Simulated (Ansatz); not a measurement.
# A hypothetical structure for SrVPbI

This structure for SrVPbI is made up. Its elements were placed in a known structure type with a cell scaled to their sizes. What cell does the guess relax to, and how far off was it?

Method: DFT, PBE, plane-wave PAW, files of the set soft_1, scalar-relativistic, ferromagnetic start, cell and ions relaxed at zero pressure; PAW set soft_1, in the first sound run; inputs show where later runs differ, in Ansatz 0.2.0.

### Step 1. Set-up

It takes space group P4/nmm (No. 129, tetragonal). Conventional cell: a = 5.220 Å, b = 5.220 Å, c = 11.166 Å, α = 90.00°, β = 90.00°, γ = 90.00°. Nearest to Pb lie 4 V at 3.29 Å. Nearest to I lie 4 Sr at 3.02 Å. Nearest to Sr lie 4 I at 3.02 Å. Nearest to V lie 4 Pb at 3.29 Å. Farther neighbours and most contacts between anions are not listed.

### Step 2. Relaxing cell and atoms

The guess takes its coordinates from another compound and its volume from a rule, so the cell and any free coordinates are relaxed together.

The input, input.yaml:

```yaml
crystal:
  lattice:
    - [5.22, 0.0, 0.0]
    - [0.0, 5.22, 0.0]
    - [0.0, 0.0, 11.166]
  atoms:
    - { symbol: Pb, position: [0.0, 0.0, 0.5] }
    - { symbol: Pb, position: [0.5, 0.5, 0.5] }
    - { symbol: I, position: [0.0, 0.0, 0.0] }
    - { symbol: I, position: [0.5, 0.5, 0.0] }
    - { symbol: Sr, position: [0.5, 0.0, 0.1368] }
    - { symbol: Sr, position: [0.0, 0.5, 0.8632] }
    - { symbol: V, position: [0.5, 0.0, 0.6799], spin: 2.0 }
    - { symbol: V, position: [0.0, 0.5, 0.3201], spin: 2.0 }
magnetization:
  spin_polarized: true
kpoints:
  mp_grid: { grid: [5, 5, 3] }
scf:
  occupations: { method: fermi_dirac, width: 0.05 }
hamiltonian:
  xc: pbe
  pseudopotentials: { kind: paw, azcp: { folder: soft_1 } }
relax:
  f_tol: 0.015
  max_steps: 70
  cell: {}
output:
  forces: true
  stress: true
```

On the command line:

```
$ ansatz run input.yaml --threads 4 --pin off --max-ram 10240MiB --backend cpu --events-out ev --progress --plain --runs-dir out
```

Numbers of over 12 decimals in the logs are rounded to 6 here.

Output:

```text
Engine: ansatz 0.2.0, x86_64-unknown-linux-gnu
Pseudopotentials: kind: paw
Pseudopotential: Pb, paw, valence charge 14, recommended cutoff 420 eV (normal), soft_1/Pb.paw.azcp
Pseudopotential: I, paw, valence charge 17, recommended cutoff 420 eV (normal), soft_1/I.paw.azcp
Pseudopotential: Sr, paw, valence charge 10, recommended cutoff 420 eV (normal), soft_1/Sr.paw.azcp
Pseudopotential: V, paw, valence charge 13, recommended cutoff 420 eV (normal), soft_1/V.paw.azcp
Functional definition: PBE
  parameter kappa = 0.804
  parameter beta = 0.066725
  exchange = pbe_x(kappa = kappa, mu = beta*pi^2/3)
  correlation = pbe_c(beta = beta)
Crystal: 8 atoms, lattice volume = 304.256 Å³
Basis set: ecut = 420 eV, 6005 PW (Γ), exchange–correlation on 72×72×150 points (8 copies of the dense FFT grid, shifted against one another)
Bands: 68, of which v1, the nominal top of the filled ones, is band 54 counted from 1 (53 counted from 0)
Symmetry: 16 space group operations
Space group: P4/nmm (ITA 129), of the structure as read, at distance tolerance 6.7e-5 Å
Magnetic group: BNS 129.411 (UNI 1071), of the structure as read, at distance tolerance 6.7e-5 Å
k-points: 12 of 75
Non-local potential: Pb, projectors of the file, l = 0: 2, l = 1: 2, l = 2: 2, l = 3: 1
Non-local potential: I, projectors of the file, l = 0: 2, l = 1: 2, l = 2: 2, l = 3: 1
Non-local potential: Sr, projectors of the file, l = 0: 3, l = 1: 2, l = 2: 2
Non-local potential: V, projectors of the file, l = 0: 3, l = 1: 2, l = 2: 3, l = 3: 1
PAW form: soft (Blöchl's): semilocal exchange-correlation on the pseudo side does not see the compensation charge
PAW one-centre angular grid: Pb, 590 points (default); XC on 64 Gauss nodes
PAW one-centre angular grid: I, 590 points (default); XC on 64 Gauss nodes
PAW one-centre angular grid: Sr, 110 points (default); XC on 64 Gauss nodes
PAW one-centre angular grid: V, 590 points (default); XC on 64 Gauss nodes
Initial density: superposition of atomic densities (chi_scale 0.1, normalization cell, long waves kept (reshape's long-wave potential 0.04 eV rms))
Starting moments: Σ|m| = 4 μB on 2 of 8 sites
Initial wavefunctions: pseudopotential atomic-orbital guess
Functional: x = pbe(κ = 0.804, μ = 0.219515), c = pbe(β = 0.066725)
SCF iter   1: F=—  HF=-51756.403558 eV  |F-HF|=—  |Δ(HF+E_count)|=         —  Δρ=4.83e-2 (↑4.83e-2 ↓2.08e-2)  dr2=2.41e1  dr2_m=1.17e0  M=5.854 μB ∫|m|=6.046 μB  β_m=0.30  ethr=3.10e-3  ⟨swp⟩=11.4  Hψ=8606  notcnv=0  defer=6
Mixer restart at iter 1: flushing history
preconditioner: auto → Kerker (q_TF=auto, 2.296 Å⁻¹)  [metal: Δε(μ)=0.012 eV  Ē_g=8.940 eV  σ=0.050 eV  W_gap=0.06  n_scr=56 (ndim 8)  ℏωp=15.9 eV  f_vac=0.000  D(μ)=14.23/eV (n_scr^D=126)]
spin=Collinear: Kerker preconditioning applied to the charge; magnetization (m = ρ↑ − ρ↓) channel mixes plain (no charge-response kernel on spin).
SCF iter   2: F=—  HF=-51755.865338 eV  |F-HF|=—  |Δ(HF+E_count)|=   5.38e-1  Δρ=3.08e-2 (↑3.08e-2 ↓1.50e-2)  dr2=1.10e1  dr2_m=7.51e-1  M=6.403 μB ∫|m|=6.669 μB  β_m=0.53  ethr=3.10e-3  ⟨swp⟩=3.2  Hψ=3392  notcnv=0  defer=31
SCF iter   3: F=—  HF=-51754.901783 eV  |F-HF|=—  |Δ(HF+E_count)|=   9.64e-1  Δρ=1.37e-2 (↑1.37e-2 ↓6.02e-3)  dr2=3.02e0  dr2_m=1.81e-1  M=7.248 μB ∫|m|=7.772 μB  β_m=0.61  ethr=3.10e-3  ⟨swp⟩=4.7  Hψ=3637  notcnv=0  defer=34
SCF iter   4: F=—  HF=-51754.673514 eV  |F-HF|=—  |Δ(HF+E_count)|=   2.28e-1  Δρ=5.26e-3 (↑5.26e-3 ↓3.33e-3)  dr2=1.01e0  dr2_m=1.85e-2  M=7.839 μB ∫|m|=8.381 μB  β_m=0.80  ethr=2.79e-3  ⟨swp⟩=4.3  Hψ=2926  notcnv=0  defer=50
SCF iter   5: F=—  HF=-51754.655944 eV  |F-HF|=—  |Δ(HF+E_count)|=   1.76e-2  Δρ=2.00e-3 (↑1.86e-3 ↓2.00e-3)  dr2=3.76e-1  dr2_m=1.16e-3  M=7.971 μB ∫|m|=8.476 μB  β_m=0.88  ethr=9.34e-4  ⟨swp⟩=3.2  Hψ=2252  notcnv=0  defer=72
SCF iter   6: F=—  HF=-51754.626470 eV  |F-HF|=—  |Δ(HF+E_count)|=   2.95e-2  Δρ=1.35e-3 (↑1.35e-3 ↓1.23e-3)  dr2=4.71e-2  dr2_m=2.20e-3  M=8.119 μB ∫|m|=8.593 μB  β_m=0.94  ethr=3.48e-4  ⟨swp⟩=4.0  Hψ=2410  notcnv=0  defer=112
SCF iter   7: F=—  HF=-51754.623449 eV  |F-HF|=—  |Δ(HF+E_count)|=         —  Δρ=1.29e-3 (↑1.29e-3 ↓4.51e-4)  dr2=1.65e-2  dr2_m=7.68e-4  M=8.169 μB ∫|m|=8.633 μB  β_m=0.94  ethr=4.36e-5  ⟨swp⟩=3.3  Hψ=2425  notcnv=0  defer=106
SCF iter   8: F=—  HF=-51754.623792 eV  |F-HF|=—  |Δ(HF+E_count)|=   3.43e-4  Δρ=3.90e-4 (↑3.35e-4 ↓3.90e-4)  dr2=2.05e-3  dr2_m=2.53e-4  M=8.156 μB ∫|m|=8.612 μB  β_m=0.97  ethr=1.53e-5  ⟨swp⟩=2.0  Hψ=2360  notcnv=0  defer=106
SCF iter   9: F=—  HF=-51754.624277 eV  |F-HF|=—  |Δ(HF+E_count)|=   4.85e-4  Δρ=1.15e-4 (↑1.15e-4 ↓1.08e-4)  dr2=2.43e-4  dr2_m=1.38e-5  M=8.132 μB ∫|m|=8.586 μB  β_m=0.99  ethr=1.90e-6  ⟨swp⟩=2.1  Hψ=2645  notcnv=0  defer=106
SCF iter  10: F=—  HF=-51754.624432 eV  |F-HF|=—  |Δ(HF+E_count)|=   1.55e-4  Δρ=5.69e-5 (↑5.69e-5 ↓3.94e-5)  dr2=4.70e-5  dr2_m=1.37e-6  M=8.127 μB ∫|m|=8.578 μB  β_m=0.99  ethr=2.25e-7  ⟨swp⟩=2.7  Hψ=2560  notcnv=0  defer=106
SCF iter  11: F=—  HF=-51754.624454 eV  |F-HF|=—  |Δ(HF+E_count)|=   2.24e-5  Δρ=9.86e-5 (↑9.86e-5 ↓1.82e-5)  dr2=4.06e-5  dr2_m=6.69e-6  M=8.127 μB ∫|m|=8.578 μB  β_m=0.99  ethr=4.36e-8  ⟨swp⟩=2.5  Hψ=2987  notcnv=0  defer=106
SCF iter  12: F=—  HF=-51754.624457 eV  |F-HF|=—  |Δ(HF+E_count)|=   2.34e-6  Δρ=2.63e-5 (↑2.63e-5 ↓7.34e-6)  dr2=4.65e-6  dr2_m=4.60e-7  M=8.126 μB ∫|m|=8.576 μB  β_m=0.98  ethr=3.76e-8  ⟨swp⟩=2.0  Hψ=2651  notcnv=0  defer=106
SCF iter  13: F=—  HF=-51754.624458 eV  |F-HF|=—  |Δ(HF+E_count)|=   1.07e-6  Δρ=7.35e-6 (↑7.35e-6 ↓3.57e-6)  dr2=5.11e-7  dr2_m=3.79e-8  M=8.127 μB ∫|m|=8.576 μB  β_m=0.99  ethr=4.30e-9  ⟨swp⟩=2.0  Hψ=2181  notcnv=0  defer=106
SCF iter  14: F=—  HF=-51754.624458 eV  |F-HF|=—  |Δ(HF+E_count)|=   1.48e-7  Δρ=1.61e-6 (↑1.59e-6 ↓1.61e-6)  dr2=4.97e-8  dr2_m=9.25e-10  M=8.127 μB ∫|m|=8.577 μB  β_m=0.99  ethr=4.73e-10  ⟨swp⟩=2.2  Hψ=2644  notcnv=0  defer=106
SCF iter  15: F=-51754.624458 eV  HF=-51754.624458 eV  |F-HF|=6.59e-8  |Δ(HF+E_count)|=   3.19e-8  Δρ=4.29e-6 (↑4.29e-6 ↓7.04e-7)  dr2=8.85e-8  dr2_m=1.35e-8  M=8.127 μB ∫|m|=8.577 μB  ethr=4.60e-11  ⟨swp⟩=3.0  Hψ=6130  notcnv=0
SCF 1 converged in 15 iterations: F = -51754.624458 eV  dr2 = 8.85e-8
  greatest PAW one-centre occupation: 0.999 electrons in one spin orbital (limit 2), on the V atom at site 7 (counted from 0), in its partial waves of l = 0
relax step   1: F+E_penalty+E_count = -51754.62445795 eV  Δ(F+E_penalty+E_count) = +0.000e0 eV  max|allowed force component| = 2.657e0 eV/Å  Δτ_max = 0.0000 Å  P = +0.913 GPa  Ω = 304.256 Å³  (15 SCF iters, dr2 threshold 1.00e-7 eV, accepted)
[...]
relax step  13: F+E_penalty+E_count = -51758.84326631 eV  Δ(F+E_penalty+E_count) = -1.269e-2 eV  max|allowed force component| = 2.135e-2 eV/Å  Δτ_max = 0.0640 Å  P = +0.035 GPa  Ω = 287.904 Å³  energy of the carried Pulay correction = +1.558e-3 eV  (8 SCF iters, dr2 threshold 8.00e-7 eV, accepted)
relax step  14: F+E_penalty+E_count = -51758.84347300 eV  Δ(F+E_penalty+E_count) = -2.067e-4 eV  max|allowed force component| = 1.756e-2 eV/Å  Δτ_max = 0.0156 Å  P = +0.004 GPa  Ω = 287.557 Å³  energy of the carried Pulay correction = +1.592e-3 eV  (7 SCF iters, dr2 threshold 2.85e-8 eV, accepted)
relax step  15: F+E_penalty+E_count = -51758.84355448 eV  Δ(F+E_penalty+E_count) = -8.148e-5 eV  max|allowed force component| = 5.884e-4 eV/Å  Δτ_max = 0.0053 Å  P = +0.002 GPa  Ω = 287.730 Å³  energy of the carried Pulay correction = +1.575e-3 eV  (7 SCF iters, dr2 threshold 1.93e-8 eV, accepted)
Basis set: ecut = 420 eV, 5651 PW (Γ), exchange–correlation on 80×80×128 points (8 copies of the dense FFT grid, shifted against one another)
Initial wavefunctions: pseudopotential atomic-orbital guess (no wavefunctions were taken with the density)
iter 1 solved again at ethr=9.12e-7 eV; its pass at ethr=3.10e-3 eV (dr2=9.85e-4 eV) is discarded
SCF iter   1: F=—  HF=-51758.834371 eV  |F-HF|=—  |Δ(HF+E_count)|=         —  Δρ=2.68e-4 (↑2.68e-4 ↓2.25e-4)  dr2=2.10e-5  dr2_m=2.42e-6  M=4.877 μB ∫|m|=5.798 μB  β_m=0.65  ethr=9.12e-7  ⟨swp⟩=4.4  Hψ=13938  notcnv=0
spin=Collinear: Resta preconditioning applied to the charge; magnetization (m = ρ↑ − ρ↓) channel mixes plain (no charge-response kernel on spin).
SCF iter   2: F=—  HF=-51758.842964 eV  |F-HF|=—  |Δ(HF+E_count)|=   8.59e-3  Δρ=9.54e-5 (↑9.54e-5 ↓8.05e-5)  dr2=2.71e-6  dr2_m=3.33e-7  M=4.877 μB ∫|m|=5.798 μB  β_m=0.63  ethr=1.94e-8  ⟨swp⟩=3.1  Hψ=2894  notcnv=0
SCF iter   3: F=—  HF=-51758.844202 eV  |F-HF|=—  |Δ(HF+E_count)|=   1.24e-3  Δρ=1.27e-5 (↑1.27e-5 ↓9.80e-6)  dr2=3.01e-7  dr2_m=2.89e-8  M=4.877 μB ∫|m|=5.798 μB  β_m=0.74  ethr=2.51e-9  ⟨swp⟩=3.0  Hψ=2682  notcnv=0
SCF iter   4: F=—  HF=-51758.844218 eV  |F-HF|=—  |Δ(HF+E_count)|=   1.65e-5  Δρ=3.46e-6 (↑3.46e-6 ↓2.62e-6)  dr2=5.96e-8  dr2_m=2.74e-9  M=4.877 μB ∫|m|=5.798 μB  β_m=0.80  ethr=2.79e-10  ⟨swp⟩=2.7  Hψ=3011  notcnv=0
SCF iter   5: F=—  HF=-51758.844219 eV  |F-HF|=—  |Δ(HF+E_count)|=   9.61e-7  Δρ=2.27e-6 (↑2.27e-6 ↓1.00e-6)  dr2=4.47e-8  dr2_m=1.52e-9  M=4.877 μB ∫|m|=5.798 μB  β_m=0.86  ethr=5.51e-11  ⟨swp⟩=2.1  Hψ=2807  notcnv=0
SCF iter   6: F=—  HF=-51758.844219 eV  |F-HF|=—  |Δ(HF+E_count)|=   1.20e-7  Δρ=1.08e-6 (↑1.08e-6 ↓4.27e-7)  dr2=4.93e-9  dr2_m=4.97e-10  M=4.877 μB ∫|m|=5.798 μB  β_m=0.86  ethr=4.14e-11  ⟨swp⟩=3.1  Hψ=3073  notcnv=0
SCF iter   7: F=—  HF=-51758.844221 eV  |F-HF|=—  |Δ(HF+E_count)|=   1.97e-6  Δρ=9.03e-7 (↑9.03e-7 ↓8.49e-7)  dr2=5.00e-9  dr2_m=5.65e-10  M=4.877 μB ∫|m|=5.798 μB  β_m=0.93  ethr=4.56e-12  ⟨swp⟩=3.9  Hψ=3606  notcnv=0
SCF iter   8: F=—  HF=-51758.844221 eV  |F-HF|=—  |Δ(HF+E_count)|=   5.88e-8  Δρ=6.32e-7 (↑6.32e-7 ↓6.16e-7)  dr2=2.86e-9  dr2_m=2.68e-10  M=4.877 μB ∫|m|=5.798 μB  β_m=0.97  ethr=4.56e-12  ⟨swp⟩=2.0  Hψ=2061  notcnv=0
SCF iter   9: F=—  HF=-51758.844221 eV  |F-HF|=—  |Δ(HF+E_count)|=   6.11e-8  Δρ=1.77e-7 (↑1.77e-7 ↓1.74e-7)  dr2=3.09e-10  dr2_m=1.97e-11  M=4.877 μB ∫|m|=5.798 μB  β_m=0.98  ethr=2.65e-12  ⟨swp⟩=2.5  Hψ=2547  notcnv=0
SCF iter  10: F=—  HF=-51758.844221 eV  |F-HF|=—  |Δ(HF+E_count)|=   4.47e-9  Δρ=5.20e-8 (↑5.20e-8 ↓2.00e-8)  dr2=1.31e-11  dr2_m=1.48e-12  M=4.877 μB ∫|m|=5.798 μB  β_m=0.99  ethr=1.00e-12  ⟨swp⟩=2.3  Hψ=2299  notcnv=0
SCF iter  11: F=-51758.844221 eV  HF=-51758.844221 eV  |F-HF|=5.82e-11  |Δ(HF+E_count)|=  7.28e-12  Δρ=5.06e-8 (↑5.06e-8 ↓2.80e-8)  dr2=1.84e-11  dr2_m=9.45e-13  M=4.877 μB ∫|m|=5.798 μB  ethr=1.00e-12  ⟨swp⟩=3.6  Hψ=4758  notcnv=0
SCF 16 converged in 11 iterations: F = -51758.844221 eV  dr2 = 1.84e-11
relax step  16: F+E_penalty+E_count = -51758.84422131 eV  Δ(F+E_penalty+E_count) = -6.668e-4 eV  max|allowed force component| = 5.529e-4 eV/Å  Δτ_max = 0.0000 Å  P = +0.006 GPa  Ω = 287.730 Å³  stress off target by 1.23e-2 GPa  SCF on the basis re-selected at this cell (its energy is not comparable with the rows above)  (11 SCF iters)
basis re-selected at this cell: Δ(F+E_penalty+E_count) = -6.668e-4 eV, ΔP = +0.004 GPa vs the last step (what re-selecting the basis moved, of the pressure what is left beyond the Pulay correction that the steps carried, after the strain that the cell walked since its last selection, with what the two solves' SCF thresholds leave and, on support functions, any second-order correction that the steps lacked; it is no measure of the basis error at this ecutwfc). The dense FFT grid was sized anew with the basis: this SCF ran on 40×40×64 points, the steps before it on 36×36×75, so part of this shift can come from that change (see relax.cell in the input reference). [rest of the remark cut]
SCF converged after 11 iterations
Magnetization: 4.8769 μB (56.4385 up, 51.5615 down)
Absolute magnetization: 5.8212 μB (∫|ρ↑−ρ↓|, with the PAW one-centre terms)
Spin contamination: 0.2474 ħ² per cell (⟨S²⟩ above its minimum at these occupations)
Per-site moments (μB) at R_I (Å): [(-0.083577, 1.150345), (-0.083577, 1.150345), (0.0030691, 1.388726), (0.0030691, 1.388726), (0.041657, 1.278967), (0.041657, 1.278967), (2.172123, 1.150345), (2.172123, 1.150345)]
Free energy (F): -51758.844221 eV
Harris-Foulkes:  -51758.844221 eV  (|F-HF|=5.82e-11)
Internal energy: -51758.823106 eV  (E = F + TS)
E sigma→0 (E₀):  -51758.833664 eV
Entropy (-TS):   -0.021115 eV (-2.639 meV/atom)
Fermi energy:    7.847817 eV
--- Per-component energies (eV) ---
  E_band       = -1638.453069
  E_kinetic    = 1964.104693
  E_local      = -12508.826064  (includes V_loc(G=0)·N_el)
  E_nonlocal   = 1483.957610
  E_hartree    = 5124.237802
  E_xc         = -1200.837433
  E_vxc        = -1091.377809  (∫ρ·V_xc dr)
  E_paw        = -38003.264405  (= ΣΔE_a)
  E_vpaw       = -1734.784432  (= ΣTr[D̂ρ^β])
  E_aug_tail   = -0.002926  (compensation charges beyond the density's cutoff)
  E_ewald      = -8618.192384
  E_smearing   = -0.021115  (= −TS)
  E_closure    = -0.000000  (closes the sum)
  Σ components = -51758.844221   (vs F -51758.844221, Δ=0.00e0)
--- Forces (eV/Å), atoms counted from 1 ---
  atom   1  Pb     0.00000000     0.00000000     0.00000000
  atom   2  Pb     0.00000000     0.00000000     0.00000000
  atom   3  I      0.00000000     0.00000000     0.00000000
  atom   4  I      0.00000000     0.00000000     0.00000000
  atom   5  Sr     0.00000000     0.00000000    -0.00055295
  atom   6  Sr     0.00000000     0.00000000     0.00055295
  atom   7  V      0.00000000     0.00000000    -0.00052929
  atom   8  V      0.00000000     0.00000000     0.00052929
  max |Σ_I F_I| component: 5.20e-18 eV/Å
--- Stress (GPa, compression-positive) ---
        0.012341       0.000000       0.000000
        0.000000       0.012341       0.000000
        0.000000       0.000000      -0.007969
  P = ⅓ Tr σ = 0.0056 GPa (0.056 kbar)
--- Relaxed structure (15 steps of the walk, 15 accepted, 1 SCFs on fresh bases) ---
  F+E_penalty+E_count = -51758.84422131 eV   max|allowed force component| = 5.529e-4 eV/Å   (the final SCF, on the basis selected at the relaxed cell)
  cell:  # Å, volume = 287.7300 Å³
    - [5.539243, 0, 0.0]
    - [0, 5.539243, 0.0]
    - [0.0, 0.0, 9.377439]
  atoms:
    - { symbol: Pb, position: [0, 0, 0.5] }
    - { symbol: Pb, position: [0.5, 0.5, 0.5] }
    - { symbol: I, position: [0, 0, -4.6607293819903475e-19] }
    - { symbol: I, position: [0.5, 0.5, -4.6607293819903475e-19] }
    - { symbol: Sr, position: [0.5, 0, 0.204103] }
    - { symbol: Sr, position: [0, 0.5, 0.795897] }
    - { symbol: V, position: [0.5, 0, 0.534740] }
    - { symbol: V, position: [0, 0.5, 0.465260] }
```

Wall time 64 s (4 threads of AMD EPYC 9R45, shared host); peak memory 1.1 GiB; 3.9 min of CPU time.

The steps of the relaxation:

| step | energy less that of the first step (eV) | largest force component (eV/Å) | pressure (GPa) | volume (Å³) |
| --- | --- | --- | --- | --- |
| 1 | 0.0000 | 2.6571 | 0.91 | 304.26 |
| 2 | -1.0744 | 1.8575 | -0.67 | 305.49 |
| 3 | -2.0468 | 1.2979 | -1.15 | 297.69 |
| 4 | -2.8628 | 0.8277 | -0.86 | 286.16 |
| 5 | -3.4569 | 0.4403 | -0.15 | 273.08 |
| 6 | -3.7800 | 0.2527 | 0.25 | 265.65 |
| 7 | -3.9693 | 0.1167 | 0.33 | 265.40 |
| 8 | -4.0046 | 0.1100 | -0.07 | 272.49 |
| 9 | -4.0344 | 0.1592 | -0.27 | 279.29 |
| 10 | -4.0929 | 0.3769 | -0.52 | 282.98 |
| 11 | -4.1901 | 0.1554 | -0.28 | 284.52 |
| 12 | -4.2061 | 0.1726 | 0.43 | 286.52 |
| 13 | -4.2188 | 0.0214 | 0.03 | 287.90 |
| 14 | -4.2190 | 0.0176 | 0.00 | 287.56 |
| 15 | -4.2191 | 0.0006 | 0.00 | 287.73 |
| 16* | -4.2198 | 0.0006 | 0.01 | 287.73 |

Relaxation steps marked * repeat the geometry before them on a plane-wave basis chosen anew for their cell, so energy and pressure can jump there.

The run keeps the 16 symmetry operations that it works with, so distortions that break them were not tested.

| cell as run | before | after | change |
| --- | --- | --- | --- |
| a (Å) | 5.220 | 5.539 | +6.1 % |
| b (Å) | 5.220 | 5.539 | +6.1 % |
| c (Å) | 11.166 | 9.377 | -16.0 % |
| volume (Å³/atom) | 38.03 | 35.97 | -5.4 % |

The atoms that moved most (Å, as changes of fractional coordinates times the final cell):

| atom | dx | dy | dz | length |
| --- | --- | --- | --- | --- |
| V8 | 0.000 | 0.000 | 1.361 | 1.361 |
| V7 | 0.000 | 0.000 | -1.361 | 1.361 |
| Sr5 | 0.000 | 0.000 | 0.631 | 0.631 |
| Sr6 | 0.000 | 0.000 | -0.631 | 0.631 |

Numbers from this step:

| Item | Value |
| --- | --- |
| free energy | -51758.8442 eV |
| energy at zero smearing | -51758.8337 eV |
| smearing term TS | 0.02111 eV |
| Fermi energy | 7.848 eV |
| magnetization | 4.877 μB |
| absolute magnetization | 5.821 μB |
| site moments | -0.08358, -0.08358, 0.003069, 0.003069, 0.04166, 0.04166, 2.172, 2.172 μB |
| electrons | 108 |
| symmetry operations | 16 |
| pressure | 0.005571 GPa |

Site moment by atom:

| atom | site moment (μB) |
| --- | --- |
| Pb1 | -0.08 |
| Pb2 | -0.08 |
| I3 | 0.00 |
| I4 | 0.00 |
| Sr5 | 0.04 |
| Sr6 | 0.04 |
| V7 | 2.17 |
| V8 | 2.17 |

The shortest distance of each pair, which need not be the same contact before and after:

| pair | guess (Å) | relaxed (Å) |
| --- | --- | --- |
| Pb–V | 3.294 | 2.789 |
| Sr–V | 4.221 | 3.101 |
| I–Sr | 3.024 | 3.367 |
| Pb–Pb | 3.691 | 3.917 |
| I–I | 3.691 | 3.917 |

The relaxation ends with a largest force component of 5.5e-4 eV/Å and a pressure of 0.01 GPa.

[end of part 1 of 2]

[Logs are printed without paths, hosts, clocks, repeated set-up lines and the standing remarks that a program may print on its own settings, such as how far it seeks lower states.]

[Hosts, paths, dates, database ids (printed as entryN), source tags and the programs' standing remarks are cut or masked in the printed files.]
